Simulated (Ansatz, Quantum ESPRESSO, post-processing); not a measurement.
# Al(111) with five reversed steps (a twin lamella): ballistic transmission, part 4 of 4

How well does the junction conduct in the ballistic limit? It is: Al(111) with five reversed steps (a twin lamella).

Quantum ESPRESSO 7.5; plane-wave DFT, PBEsol, GBRV ultrasoft pseudopotentials; cross-check by Ansatz 0.2.0 with PAW datasets.

So far. Step 2 (SCF with pw.x): The run needed 35 iterations to bring the estimated error under 1e-07 Ry; the largest force on any atom, held or free, is 0.03 eV/Å. Step 3 (Transmission with pwcond.x): At no point does T exceed the number of channels.

## (5) The same in Ansatz

As a check, the same structure is run in Ansatz.

Level of this step: plane-wave DFT, PBEsol, Ansatz PAW (Ansatz 0.2.0).

File input.yaml:

```yaml
crystal:
  lattice:
    - [2.856711396, 0.0, 0.0]
    - [1.428355698, 2.4739846402, 0.0]
    - [0.0, 0.0, 58.3123771882]
  atoms:
    - { symbol: Al, position: [0.0, 0.0, 0.0] }
    - { symbol: Al, position: [0.333333333, 0.333333333, 0.04] }
    - { symbol: Al, position: [0.666666667, 0.666666667, 0.08] }
    - { symbol: Al, position: [0.0, 0.0, 0.12] }
    - { symbol: Al, position: [0.333333333, 0.333333333, 0.16] }
    - { symbol: Al, position: [0.666666667, 0.666666667, 0.2] }
    - { symbol: Al, position: [0.0, 0.0, 0.24] }
    - { symbol: Al, position: [0.333333333, 0.333333333, 0.28] }
    - { symbol: Al, position: [0.666666667, 0.666666667, 0.32] }
    - { symbol: Al, position: [0.333333333, 0.333333333, 0.36] }
    - { symbol: Al, position: [0.0, 0.0, 0.4] }
    - { symbol: Al, position: [0.666666667, 0.666666667, 0.44] }
    - { symbol: Al, position: [0.333333333, 0.333333333, 0.48] }
    - { symbol: Al, position: [0.0, 0.0, 0.52] }
    - { symbol: Al, position: [0.333333333, 0.333333333, 0.56] }
    - { symbol: Al, position: [0.666666667, 0.666666667, 0.6] }
    - { symbol: Al, position: [0.0, 0.0, 0.64] }
    - { symbol: Al, position: [0.333333333, 0.333333333, 0.68] }
    - { symbol: Al, position: [0.666666667, 0.666666667, 0.72] }
    - { symbol: Al, position: [0.0, 0.0, 0.76] }
    - { symbol: Al, position: [0.333333333, 0.333333333, 0.8] }
    - { symbol: Al, position: [0.666666667, 0.666666667, 0.84] }
    - { symbol: Al, position: [0.0, 0.0, 0.88] }
    - { symbol: Al, position: [0.333333333, 0.333333333, 0.92] }
    - { symbol: Al, position: [0.666666667, 0.666666667, 0.96] }
kpoints:
  mp_grid: { grid: [10, 10, 1] }
hamiltonian:
  xc: pbesol
scf:
  occupations: { method: fermi_dirac, width: 0.1 }
  convergence: { dr2_threshold: 1.0e-08 }
output:
  transmission: { leads: [[0, 3]], e_range: [-0.4, 0.4], de: 0.4, kmesh: [12, 12] }
  write_potential: true
  write_density: true
  volumetric_format: npy
  elf: true
```

On the command line:

```sh
> ansatz run input.yaml --threads 2 --pin off --max-ram 4096MiB --backend cpu --events-out ev --progress --plain --runs-dir out
```

Numbers of over 12 decimals in the logs are rounded to 6 here.

Output:

```text
Engine: ansatz 0.2.0, aarch64-unknown-linux-gnu
Pseudopotentials: kind: paw
Pseudopotential: Al, paw, valence charge 3, recommended cutoff 420 eV (normal), Al.paw.azcp
Functional definition: PBEsol
  exchange = pbesol_x
  correlation = pbesol_c
Crystal: 25 atoms, lattice volume = 412.120 Å³
Basis set: ecut = 420 eV, 8091 PW (Γ)
Bands: 63, of which v1, the nominal top of the filled ones, is band 38 counted from 1 (37 counted from 0)
Symmetry: 12 space group operations
Space group: P-3m1 (ITA 164), of the structure as read, at distance tolerance 7.4e-5 Å
k-points: 14 of 100
Non-local potential: Al, projectors of the file, l = 0: 2, l = 1: 2, l = 2: 1
PAW form: soft (Blöchl's): semilocal exchange-correlation on the pseudo side does not see the compensation charge
PAW frozen core: Al, regenerated for the run's functional, and the local potential with it (the file was generated under x = pbe(κ = 0.804, μ = 0.219515), c = pbe(β = 0.066725))
PAW one-centre angular grid: Al, 110 points (default); XC on 64 Gauss nodes
Initial density: superposition of atomic densities (neutral atoms: chi_scale 0, normalization atom), corrected by the library's trained network
Initial wavefunctions: pseudopotential atomic-orbital guess
Functional: x = pbesol(κ = 0.804, μ = 0.123457), c = pbesol(β = 0.046)
SCF iter   1: F=—  HF=-13113.683258 eV  |F-HF|=—  |Δ(HF+E_count)|=         —  Δρ=1.28e-3  dr2=2.07e0  ethr=1.77e-3  ⟨swp⟩=8.6  Hψ=4686  notcnv=0  defer=28
preconditioner: auto → Kerker (q_TF=auto, 2.054 Å⁻¹)  [metal: Δε(μ)=0.036 eV  Ē_g=7.384 eV  σ=0.100 eV  W_gap=0.09  n_scr=38 (ndim 8)  ℏωp=15.8 eV  f_vac=0.000  D(μ)=11.65/eV (n_scr^D=40)]
SCF iter   2: F=—  HF=-13113.678634 eV  |F-HF|=—  |Δ(HF+E_count)|=   4.62e-3  Δρ=6.41e-4  dr2=3.22e-1  ethr=1.77e-3  ⟨swp⟩=1.3  Hψ=1031  notcnv=0  defer=23
SCF iter   3: F=—  HF=-13113.677518 eV  |F-HF|=—  |Δ(HF+E_count)|=   1.12e-3  Δρ=1.33e-4  dr2=2.16e-4  ethr=4.30e-4  ⟨swp⟩=1.0  Hψ=762  notcnv=0  defer=28
SCF iter   4: F=—  HF=-13113.677503 eV  |F-HF|=—  |Δ(HF+E_count)|=   1.55e-5  Δρ=1.94e-5  dr2=2.34e-5  ethr=2.88e-7  ⟨swp⟩=1.4  Hψ=832  notcnv=0  defer=28
SCF iter   5: F=—  HF=-13113.677515 eV  |F-HF|=—  |Δ(HF+E_count)|=   1.26e-5  Δρ=3.89e-6  dr2=1.58e-6  ethr=3.12e-8  ⟨swp⟩=1.3  Hψ=794  notcnv=0  defer=28
SCF iter   6: F=—  HF=-13113.677495 eV  |F-HF|=—  |Δ(HF+E_count)|=   2.09e-5  Δρ=4.57e-7  dr2=1.24e-8  ethr=2.11e-9  ⟨swp⟩=1.6  Hψ=801  notcnv=0  defer=28
SCF iter   7: F=-13113.677495 eV  HF=-13113.677495 eV  |F-HF|=6.20e-10  |Δ(HF+E_count)|=   2.14e-9  Δρ=1.04e-7  dr2=6.47e-10  ethr=1.33e-11  ⟨swp⟩=15.8  Hψ=3461  notcnv=0
SCF 1 converged in 7 iterations: F = -13113.677495 eV  dr2 = 6.47e-10
  greatest PAW one-centre occupation: 0.452 electrons in one spin orbital (limit 2), on the Al atom at site 13 (counted from 0), in its partial waves of l = 0
transmission: 140 of 1387 steps passed
transmission: 278 of 1387 steps passed
[...]
transmission: 1387 of 1387 steps passed
SCF converged after 7 iterations
Free energy (F): -13113.677495 eV
Harris-Foulkes:  -13113.677495 eV  (|F-HF|=6.20e-10)
Internal energy: -13113.294868 eV  (E = F + TS)
E sigma→0 (E₀):  -13113.486181 eV
Entropy (-TS):   -0.382627 eV (-15.305 meV/atom)
Fermi energy:    7.946871 eV
--- Per-component energies (eV) ---
  E_band       = 260.702863
  E_kinetic    = 571.022327
  E_local      = 244.613220  (includes V_loc(G=0)·N_el)
  E_nonlocal   = 258.997771
  E_hartree    = 2.530009
  E_xc         = -984.948817
  E_vxc        = -728.792808  (∫ρ·V_xc dr)
  E_paw        = -11367.554566  (= ΣΔE_a)
  E_vpaw       = -90.197609  (= ΣTr[D̂ρ^β])
  E_aug_tail   = -0.000064  (compensation charges beyond the density's cutoff)
  E_ewald      = -1838.433223
  E_core_change = 0.478476  (= ΣΔE_core)
  E_smearing   = -0.382627  (= −TS)
  E_closure    = 0.000000  (closes the sum)
  Σ components = -13113.677495   (vs F -13113.677495, Δ=0.00e0)
--- Band table (eV; the first three rows and the last of 14) ---
  k-point 0: bands = [... 34 lower, 8.8368, 10.2331, 10.2340, 11.6933, 11.6939, 13.2094, 13.2127, 14.7766, ... 21 higher]
  k-point 1: bands = [... 34 lower, 9.0496, 10.4309, 10.4387, 11.8709, 11.8860, 13.3465, 13.3816, 14.7943, ... 21 higher]
  k-point 2: bands = [... 34 lower, 9.6625, 10.7298, 10.9622, 11.4674, 11.7475, 11.8170, 11.8411, 11.8762, ... 21 higher]
  k-point 13: bands = [... 34 lower, 6.1004, 6.2495, 6.2611, 6.3349, 6.3978, 6.4012, 6.4685, 6.5867, ... 21 higher]
--- Transmission ---
  basis      : 61 plane waves across, 73 finite elements along
  points     : 19, standing for a mesh of 12 x 12
  energies   : 3 from -0.400000 to 0.400000 eV about the Fermi level, 0.400000 eV apart; the leads are filled to 0.000000 eV, and channels, transmission and decay are at 0.000000 eV
  crystal 0  : Al3, at the sites [0, 3], period 6.9975 Å, over 48.98 Å; its Hamiltonian steps by up to 2.3 meV
    offset         : up to 0.0000 Å between an atom of the period and one for which it stands
    channels       : 1.340278e0 a spin
    conductance    : none, the energies end too early or step too widely for 300 K: set another output.transmission.e_range or a lower de, or, where they end at an eighth of basis.ecutwfc, a higher one
    slowest decay  : 0.0925 /Å at (-0.3333, 0.3333)
  junction   : crystal 0 to crystal 0, -4.20 to 47.12 Å
    transmission   : 1.007367e0 a spin
    conductance    : none, the energies end too early or step too widely for 300 K: set another output.transmission.e_range or a lower de, or, where they end at an eighth of basis.ecutwfc, a higher one
```

Wall time 69 s (2 threads of Arm Neoverse N1, shared host); peak memory 0.79 GiB; 2.2 min of CPU time.

Read from the output:

| Item | Value |
| --- | --- |
| free energy | -13113.6775 eV |
| energy at zero smearing | -13113.4862 eV |
| smearing term TS | 0.3826 eV |
| Fermi energy | 7.947 eV |
| symmetry operations | 12 |
| transmission at the Fermi level, one spin | 1.007 |
| lead channels at the Fermi level, one spin | 1.340 |
| step of the lead's Hamiltonian over a period | 2.3 meV |

Per spin; mean over the k mesh across the current. Transmission, zone mean against energy, zero at the Fermi level:

```csv
energy (eV),"transmission, zone mean"
-0.400,0.907
0.000,1.01
0.400,1.18
```

Per spin; mean over the k mesh across the current. Open channels, zone mean against energy, zero at the Fermi level:

```csv
energy (eV),"open channels, zone mean"
-0.400,1.22
0.000,1.34
0.400,1.38
```

Valence density in the ca plane at fractional y = 0.333, with atoms of Al within 0.2 Å of it. It is the smooth field of the valence electrons, not physical close to the nuclei.

Ten even steps from '0' (0.07 e/Å³) to '9' (0.22 e/Å³), each cell a mean:
```
98767899989999876789876899987679986789999899
98767899989999876789876898987679986789999899
99878999877899977899987899987799998789998779
36988998655689888853698889988974479889975557
02898886433578889610289888878950049988764345
02898886433578889610289878878940039988764345
35988898645689889843598889988973369889875457
99878999877899977899987899987899998789997679
```
Columns run along c (16.0 Å, from fractional 0.36 to 0.64 of the cell), rows up along a (2.9 Å). Atoms in or near the plane, at fractional coordinates: Al at (0.48, 0.33), Al at (0.56, 0.33).

Electrostatic potential energy in the ca plane at fractional y = 0.333, with atoms of Al within 0.2 Å of it. With pseudopotentials it is smooth inside the atoms' cores, unlike the true potential.

Values in units of 1e0 eV, 5 rows by 16 columns, each cell a mean:
```
 6.8  5.3 -4.8  5.2 -3.7  3.2  7.3  7.0  4.4 -4.3  7.1  6.3  7.8 -1.0 -0.2  2.9
 0.7  6.1 -0.3  6.6  0.5  5.0  2.3  1.4  5.6  0.0  6.5 -0.8  5.1  2.3  2.9  5.1
-6.0  6.4  7.2  9.2  7.5  7.3 -5.1 -5.6  6.8  7.3  3.4 -5.9 -1.9  7.6  8.2  8.8
-4.3  6.2  8.3  9.6  8.4  7.6 -4.4 -4.4  6.8  8.2  2.5 -2.8 -2.6  8.3  8.9  9.3
-3.9  6.4  2.8  7.6  3.4  6.0 -1.7 -2.8  6.2  3.0  5.7 -5.8  2.5  4.5  5.1  6.6
```
Columns run along c (16.0 Å, from fractional 0.36 to 0.64 of the cell; values clipped at the 3rd and 97th percentile), rows up along a (2.9 Å). Atoms in or near the plane, at fractional coordinates: Al at (0.48, 0.33), Al at (0.56, 0.33).

Ansatz finds T = 1.01 against pwcond's 1.01.

## (6) All levels side by side

All levels:

```csv
step,T at the Fermi level (per spin),conductance (G0),r.m.s. T(E) from the first,CPU time of the step (s),peak memory (GiB)
Ansatz,1.007,-,0,132,0.789
pwcond,1.013,1.013,0.02985,486.8,0.16
"pwcond, changed setting",1.013,1.013,0.02977,304.8,0.14
```

Per spin; mean over the k mesh across the current. The transmission, zone mean by energy, zero at the Fermi level:

```csv
energy (eV),Ansatz,pwcond,"pwcond, changed setting"
-0.400,0.907,0.955,0.955
0.000,1.01,1.01,1.01
0.400,1.18,1.20,1.20
```

## (7) Worked from the printed numbers

The Landauer sum over the mesh, Σ w T = 0.0833 × 1.96 + 0.0833 × 1.49 + 0.0833 × 1 + … = 1.013.

G = 1.01 × 77.48 µS = 78.5 µS a cell. Times the area of 7.067 Å², the resistance-area product is A/G = 0.900 fΩ m², the leads' contact resistance included.

Free electrons at 3 an atom (3 atoms in 49.5 Å³) have k_F = 1.753 1/Å and offer A k_F²/4π = 1.73 channels per spin; the lead has 1.26 on this mesh.

## (8) Outcome

| Quantity | Value |
| --- | --- |
| conductance from T at the Fermi level, a cell (G₀ = 2e²/h) | 1.01 G₀ |
| conductance per area | 1111 S/μm² |
| lead channels per spin | 1.26 |
| the same conductance by Ansatz | 1.01 G₀ |

In words: The junction conducts 1.01 G₀ a cell at the Fermi level (PBEsol, GBRV ultrasoft). At the Fermi level the junction passes 81 % of what the leads offer. At the Fermi level pwcond and Ansatz differ by 0.61 %, a close match. The codes count unlike numbers of lead channels on 8 % of the mesh. The mean rests on 19 distinct points, the heaviest weighing 0.08, and the mesh was not tested, so even the second digit is unsure. Over -0.4 to 0.4 eV, T lies between 0.96 and 1.2 per spin. The geometry is as built, not relaxed, and the leads are short.

[Logs are printed without paths, hosts, clocks, repeated set-up lines and the standing remarks that a program may print on its own settings, such as how far it seeks lower states.]

[Hosts, paths, dates, database ids (printed as entryN), source tags and the programs' standing remarks are cut or masked in the printed files.]

[Maps of the electrostatic potential energy from Ansatz leave out the sawtooth potential of an applied field or a dipole correction, so their vacuum need not be flat; planar profiles and work functions include it.]
